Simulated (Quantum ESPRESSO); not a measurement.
# Voltage at the next charge: Hf(0001), 4 layers, one monolayer of F on fcc sites against an electrode

How the rows were computed: Quantum ESPRESSO 7.5, PBE, GBRV ultrasoft; ESM with bc3, a metal electrode 7.03 Å above the top atoms; cell area 8.868 Å²; ions fixed. V is the potential energy of an electron at the electrode over the slab's Fermi level, divided by e, so that it equals the work function at zero charge; positive charge removes electrons.

| charge (e a cell) | V (V) |
| --- | --- |
| 0 | 3.873 |
| 0.0133 | 5.743 |
| 0.0266 | 7.619 |

To predict: What is V at a charge of 0.0532 e, and what capacitance do the rows imply?

By hand: The last two rows give dV/dq = (7.619 − 5.743)/(0.0266 − 0.0133) = 141.1 V/e, so C = 1602/(8.868 × 141.1) = 1.28 µF/cm², an effective gap of 8.854/1.28 = 6.91 Å. At constant C, V = 7.619 + 141.1 × 0.0266 = 11.37 V.

What the calculation gave: V = 11.389 V; the estimate misses by −0.02 V, 0.5 % of the step. Over the three intervals C goes 1.28, 1.28 and 1.27 µF/cm².

Caveats: Vacuum fills the gap; a dielectric or electrolyte would change C. The slab is thin.
